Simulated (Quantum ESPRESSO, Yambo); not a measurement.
# Quasiparticle gap of WS2 (Tungstenite) in Yambo, part 2 of 3

How does a plane-wave GW calculation on WS2 (Tungstenite) run from the first input to the gap?

Quantum ESPRESSO 7.5 and Yambo 5.3.0; PBE and many-body steps on it, plane waves. Known limits of the many-body steps: not at the basis limit; no spin-orbit coupling.

So far. Step 2 (Ground state): The gap is indirect, with the least direct gap 0.69 eV higher. Step 3 (Bands along the symmetry lines): The gap is 1.050 eV, as in the run before at this level.

The database entry behind the starting cell differs from later determinations by our own check (an axis about 1.4 % long against later determinations), so it need not match the best structure at ambient conditions.

## Step 4: Empty states on the mesh, 6×6×2 mesh, 101 bands

Level of this step: DFT, PBE, plane waves, norm-conserving pseudopotentials (Quantum ESPRESSO).

The sums over transitions need many empty states on a uniform mesh; this step solves for them.

File pw.in:

```
&control
  calculation = 'nscf'
  prefix = 'x'
  outdir = 'o'
  pseudo_dir = 'pseudo'
/
&system
  ibrav = 0
  nat = 6
  ntyp = 2
  ecutwfc = 62.0
  nbnd = 101
  force_symmorphic = .true.
/
&electrons
  conv_thr = 1e-9
  electron_maxstep = 80
  diago_full_acc = .true.
  diago_thr_init = 5e-6
/
ATOMIC_SPECIES
  W 183.84 W.upf
  S 32.06 S.upf
CELL_PARAMETERS angstrom
  3.1800000000 0.0000000000 0.0000000000
  -1.5900000000 2.7539607840 0.0000000000
  0.0000000000 0.0000000000 12.5000000000
ATOMIC_POSITIONS crystal
  W 0.3333333333 0.6666666667 0.2500000000
  W 0.6666666667 0.3333333333 0.7500000000
  S 0.3333333333 0.6666666667 0.6250000000
  S 0.6666666667 0.3333333333 0.1250000000
  S 0.3333333333 0.6666666667 0.8750000000
  S 0.6666666667 0.3333333333 0.3750000000
K_POINTS automatic
  6 6 2 0 0 0
```

Launch:

```
> OMP_NUM_THREADS=1 mpirun -n 8 pw.x -nk 4 -in pw.in > pw.out
```

What it wrote:

```text
[banner, memory and clock lines left out]
Program PWSCF v.7.5 starts

     Atomic positions and unit cell read from directory:
     o/x.save/

     Message from routine setup:
     using ibrav=0 with symmetry is DISCOURAGED, use correct ibrav instead

     bravais-lattice index     =            0
     lattice parameter (alat)  =       6.0093  a.u.
     unit-cell volume          =     738.7398 (a.u.)^3
     number of atoms/cell      =            6
     number of atomic types    =            2
     number of electrons       =        52.00
     number of Kohn-Sham states=          101
     kinetic-energy cutoff     =      62.0000  Ry
     charge density cutoff     =     248.0000  Ry
     Exchange-correlation= PBE
                           (   1   4   3   4   0   0   0)

     celldm(1)=   6.009329  celldm(2)=   0.000000  celldm(3)=   0.000000
     celldm(4)=   0.000000  celldm(5)=   0.000000  celldm(6)=   0.000000

     crystal axes: (cart. coord. in units of alat)
               a(1) = (   1.000000   0.000000   0.000000 )
               a(2) = (  -0.500000   0.866025   0.000000 )
               a(3) = (   0.000000   0.000000   3.930818 )

     reciprocal axes: (cart. coord. in units 2 pi/alat)
               b(1) = (  1.000000  0.577350 -0.000000 )
               b(2) = (  0.000000  1.154701  0.000000 )
               b(3) = (  0.000000 -0.000000  0.254400 )
     Pseudo is Norm-conserving + core correction, Zval = 14.0
     Generated using ONCVPSP code by D. R. Hamann
     Using radial grid of 1396 points,  8 beta functions with:
     Pseudo is Norm-conserving + core correction, Zval =  6.0
     Generated using ONCVPSP code by D. R. Hamann
     Using radial grid of 1146 points,  6 beta functions with:
     W                14.00   183.84000     W ( 1.00)
     S                 6.00    32.06000     S ( 1.00)

     12 Sym. Ops., with inversion, found

   Cartesian axes

     site n.     atom                  positions (alat units)
         1        W      tau(   1) = (  -0.0000000   0.5773503   0.9827044  )
         2        W      tau(   2) = (   0.5000000   0.2886751   2.9481132  )
         3        S      tau(   3) = (  -0.0000000   0.5773503   2.4567610  )
         4        S      tau(   4) = (   0.5000000   0.2886751   0.4913522  )
         5        S      tau(   5) = (  -0.0000000   0.5773503   3.4394654  )
         6        S      tau(   6) = (   0.5000000   0.2886751   1.4740566  )

     number of k points=    14
                       cart. coord. in units 2pi/alat
        k(    1) = (   0.0000000   0.0000000   0.0000000), wk =   0.0277778
        k(    2) = (   0.0000000   0.0000000  -0.1272000), wk =   0.0277778
        k(    3) = (   0.0000000   0.1924501   0.0000000), wk =   0.1666667
[...]
k(   13) = (   0.3333333   0.5773503   0.0000000), wk =   0.0555556
        k(   14) = (   0.3333333   0.5773503  -0.1272000), wk =   0.0555556

     Dense  grid:    48563 G-vectors     FFT dimensions: (  32,  32, 120)

     The potential is recalculated from file :
     o/x.save/charge-density

     Starting wfcs are   36 randomized atomic wfcs +   65 random wfcs

     Band Structure Calculation

     End of band structure calculation

          k = 0.0000 0.0000 0.0000 (  6137 PWs)   bands (ev):

   -63.3991 -63.3991 -27.6426 -27.6425 -27.4826 -27.4826 -27.4826 -27.4826
    -4.2733  -4.0891  -2.7023  -2.3474   3.7836   4.6960   7.6046   7.7320
     7.7320   7.7435   7.7435   8.9563   8.9563   8.9988   8.9988   9.6890
[...]
46.0154  46.2159  46.2160  46.5950  46.6319

          k = 0.0000 0.0000-0.1272 (  6096 PWs)   bands (ev):

[...]
46.3089  46.3089  46.3089  46.3090  47.1110

          k = 0.0000 0.1925 0.0000 (  6135 PWs)   bands (ev):

[...]
39.2188  39.5381  40.2270  40.9640  41.2695  41.8296  41.9989  42.0105
    42.1828  42.3471  42.9476  43.3032  43.3816  43.6367  44.4248  44.5836
    45.3457  45.7254  45.8328  45.9077  46.0998

          k = 0.0000 0.1925-0.1272 (  6126 PWs)   bands (ev):

     [... further k-points ...]

     highest occupied, lowest unoccupied level (ev):    11.2627   12.3126

     XML data file, pseudopotentials, collected wavefunctions
```

The job ended after 16 s (8 MPI ranks of AMD EPYC 7R43, shared host; peak memory 0.7 GiB; 1.9 min of CPU time).

Numbers from this step:

```
gap                                                           : 1.050 eV
k of the valence top                                          : 0, 0, 0
k of the conduction bottom                                    : 0.1667, 0.1667, 0
least direct gap                                              : 1.737 eV
k points computed                                             : 14
lowest point of the top converged band, above the valence top : 34.84 eV
```

On this mesh the gap is 1.050 eV.

## Step 5: Conversion and set-up

This step: Yambo 5.3.0; conversion and set-up on PBE, plane waves, norm-conserving pseudopotentials.

The states are converted to the many-body program's format and the q mesh is built.

Launch:

```
> (cd o/x.save; p2y > p2y.log; mv SAVE ../..); yambo > setup.log
```

What it wrote:

```text
 Yambo, version 5.3.0

 [02] CORE Variables Setup
 =========================

  [02.01] Unit cells
  ==================

  Cell kind             :  HCP
  Atoms in the cell     :  W  S
  number of W  atoms    :  2
  number of S  atoms    :   4

  List of atomic masses
  Mass of W     :  183.8400
  Mass of S     :  32.06000

  List of atomic coordinates    : [cc]
  W1       : -0.30047E-09   3.4695       5.9054      order 1
  W2       :   3.00466   1.73474  17.71618  order 2
  S1       : -0.30047E-09   3.4695       14.763      order 3
  S2       :  3.004665  1.734744  2.952697  order 4
  S3       : -0.30047E-09   3.4695       20.669      order 5
  S4       :  3.004665  1.734744  8.858091  order 6

  Alat factors          :   6.00933   5.20423  23.62158 [a.u.]
  Direct lattice volume :  738.7398 [a.u.]
  Direct lattice vectors:  A[ 1 ]  A[ 2 ]  A[ 3 ]
   A[ 1 ]:  1.000000  0.000000  0.000000  [iru]
   6.009329  0.000000  0.000000  [cc]
   A[ 2 ]: -0.500000  1.000000  0.000000  [iru]
  -3.004665  5.204232  0.000000  [cc]
   A[ 3 ]:  0.000000  0.000000  1.000000  [iru]
    0.00000   0.00000  23.62158  [cc]

  Recip. lattice volume :  0.335775 [a.u.]
  Recip. lattice vectors:  B[ 1 ]  B[ 2 ]  B[ 3 ]
   B[ 1 ]:  1.000000  0.500000  0.000000  [iku]
   1.045572  0.603661 -0.000000  [cc]
   B[ 2 ]:  0.000000  1.000000  0.000000  [iku]
   0.000000  1.207322  0.000000  [cc]
   B[ 3 ]:  0.000000  0.000000  1.000000  [iku]
   0.000000 -0.000000  0.265993  [cc]

  [02.02] Symmetries
  ==================

  Inversion symmetry    : yes
  Spatial inversion     : yes
  Inversion index       :   7
  K-space Time-reversal : no
  Magnetic symmetries   : no
  Group table correct   : yes
  Symmetries units      :  [cc]

   [S  1]:   1.0000       0.0000       0.0000      0.24143E-17   1.0000       0.0000       0.0000       0.0000       1.0000
   [S  2]:   1.0000       0.0000       0.0000      0.24143E-17  -1.0000       0.0000       0.0000       0.0000      -1.0000
   [S  3]: -0.500000  0.866025  0.000000 -0.866025 -0.500000  0.000000  0.000000  0.000000  1.000000
[...]
[S 11]:  0.500000  0.866025  0.000000  0.866025 -0.500000  0.000000  0.000000  0.000000  1.000000
   [S 12]:  0.500000 -0.866025  0.000000 -0.866025 -0.500000  0.000000  0.000000  0.000000  1.000000

  [02.03] Reciprocal space
  ========================

  nG shells         :  2412
  nG charge         :   48563
  nG WFs            :   7839
  nC WFs            :   6137
  G-vecs. in first 80 shells:  [ Number ]
     1    3    5    7    9   15   27   39   41
    53   55   67   79   81   93   99  111  113
   125  137  149  161  163  169  181  193  205
[...]
799   811   823   835   859   871   877   889
  ...
  Shell energy in first 80 shells:  [ mHa ]
[...]
K [12]         [rlu]:  0.166667  0.333333 -0.500000
[...]
K [13]         [rlu]:  0.333333  0.333333  0.000000
         WF components:   6066
  K [14]         [rlu]:  0.333333  0.333333 -0.500000
         WF components:   6048

  [02.05] Energies & Occupations
  ==============================

  [X] === General ===
  [X] Electronic Temperature                        :  0.000000  0.000000 [eV K]
  [X] Bosonic    Temperature                        :  0.000000  0.000000 [eV K]
  [X] Finite Temperature mode                       : no
  [X] El. density                                   :  0.47502E+24 [cm-3]
  [X] Fermi Level                                   :  11.26270 [eV]

  [X] === Gaps and Widths ===
  [X] Conduction Band Min                           :  1.049877 [eV]
  [X] Valence Band Max                              :  0.000000 [eV]
  [X] Filled Bands                                  :  26
  [X] Empty Bands                                   :   27  101
  [X] Direct Gap                                    :  1.736840 [eV]
  [X] Direct Gap localized at k                     :  13
  [X] Indirect Gap                                  :  1.049877 [eV]
  [X] Indirect Gap between kpts                     :   1   9
  [X] Last valence band width                       :  1.801629 [eV]
  [X] 1st conduction band width                     :  1.195478 [eV]

  E @ K [ 1]:  [eV]
  -74.66175 -74.66175 -38.90525 -38.90521 -38.74527 -38.74527 -38.74526 -38.74526
[...]
occ @ K [ 1]
[...]
E @ K [ 2]:  [eV]
[...]
occ @ K [ 2]
[...]
E @ K [ 3]:  [eV]
[...]
occ @ K [ 3]
[...]
E @ K [ 8]:  [eV]
[...]
occ @ K [ 8]
[...]
E @ K [ 9]:  [eV]
[...]
occ @ K [ 9]
[...]
E @ K [10]:  [eV]
[...]
occ @ K [10]
[...]
E @ K [11]:  [eV]
[...]
occ @ K [11]
[...]
E @ K [12]:  [eV]
[...]
occ @ K [12]
[...]
E @ K [13]:  [eV]
[...]
occ @ K [13]
[...]
E @ K [14]:  [eV]
[...]
occ @ K [14]
[...]
0.000000  0.000000  0.000000  0.000000  0.000000  0.000000  0.000000  0.000000
   0.000000  0.000000  0.000000  0.000000  0.000000  0.000000  0.000000  0.000000

 [03] Transferred momenta grid and indexing
 ==========================================

 IBZ Q-points                                      :  14
 BZ  Q-points                                      :   72

 K/Q-points units:
 rlu = crystal or reduced units; cc = cartesian coordinates; iku = interal k-units

 Q [ 1]         [rlu]:  0.000000  0.000000  0.000000
 Q [ 2]         [rlu]:  0.000000  0.000000 -0.500000
 Q [ 3]         [rlu]:  0.46464E-18  0.16667       0.0000
[...]
Q [ 8]         [rlu]: -0.13939E-17 -0.50000     -0.50000
 Q [ 9]         [rlu]:  0.166667  0.166667  0.000000
 Q [10]         [rlu]:  0.166667  0.166667 -0.500000
 Q [11]         [rlu]:  0.166667  0.333333  0.000000
 Q [12]         [rlu]:  0.166667  0.333333 -0.500000
 Q [13]         [rlu]:  0.333333  0.333333  0.000000
 Q [14]         [rlu]:  0.333333  0.333333 -0.500000

  [03.01] X indexes
  =================

   [03.01.01] Sigma indexes
   ========================

 [06] Game Over & Game summary
```

Elapsed: 3.8 s, on 1 MPI rank; peak memory 0.24 GiB.

(Continued in part 3 of 3.)

[Paths, hosts, dates, memory and timing lines, banners, echoed tables and standing remarks are left out of the program output.]

[Logs are printed without paths, hosts, clocks, repeated set-up lines and the standing remarks that a program may print on its own settings, such as how far it seeks lower states.]

[Runs of the session that timed out or met a known fault of the program may be left out.]

[Hosts, paths, dates, database ids (printed as entryN), source tags and the programs' standing remarks are cut or masked in the printed files.]
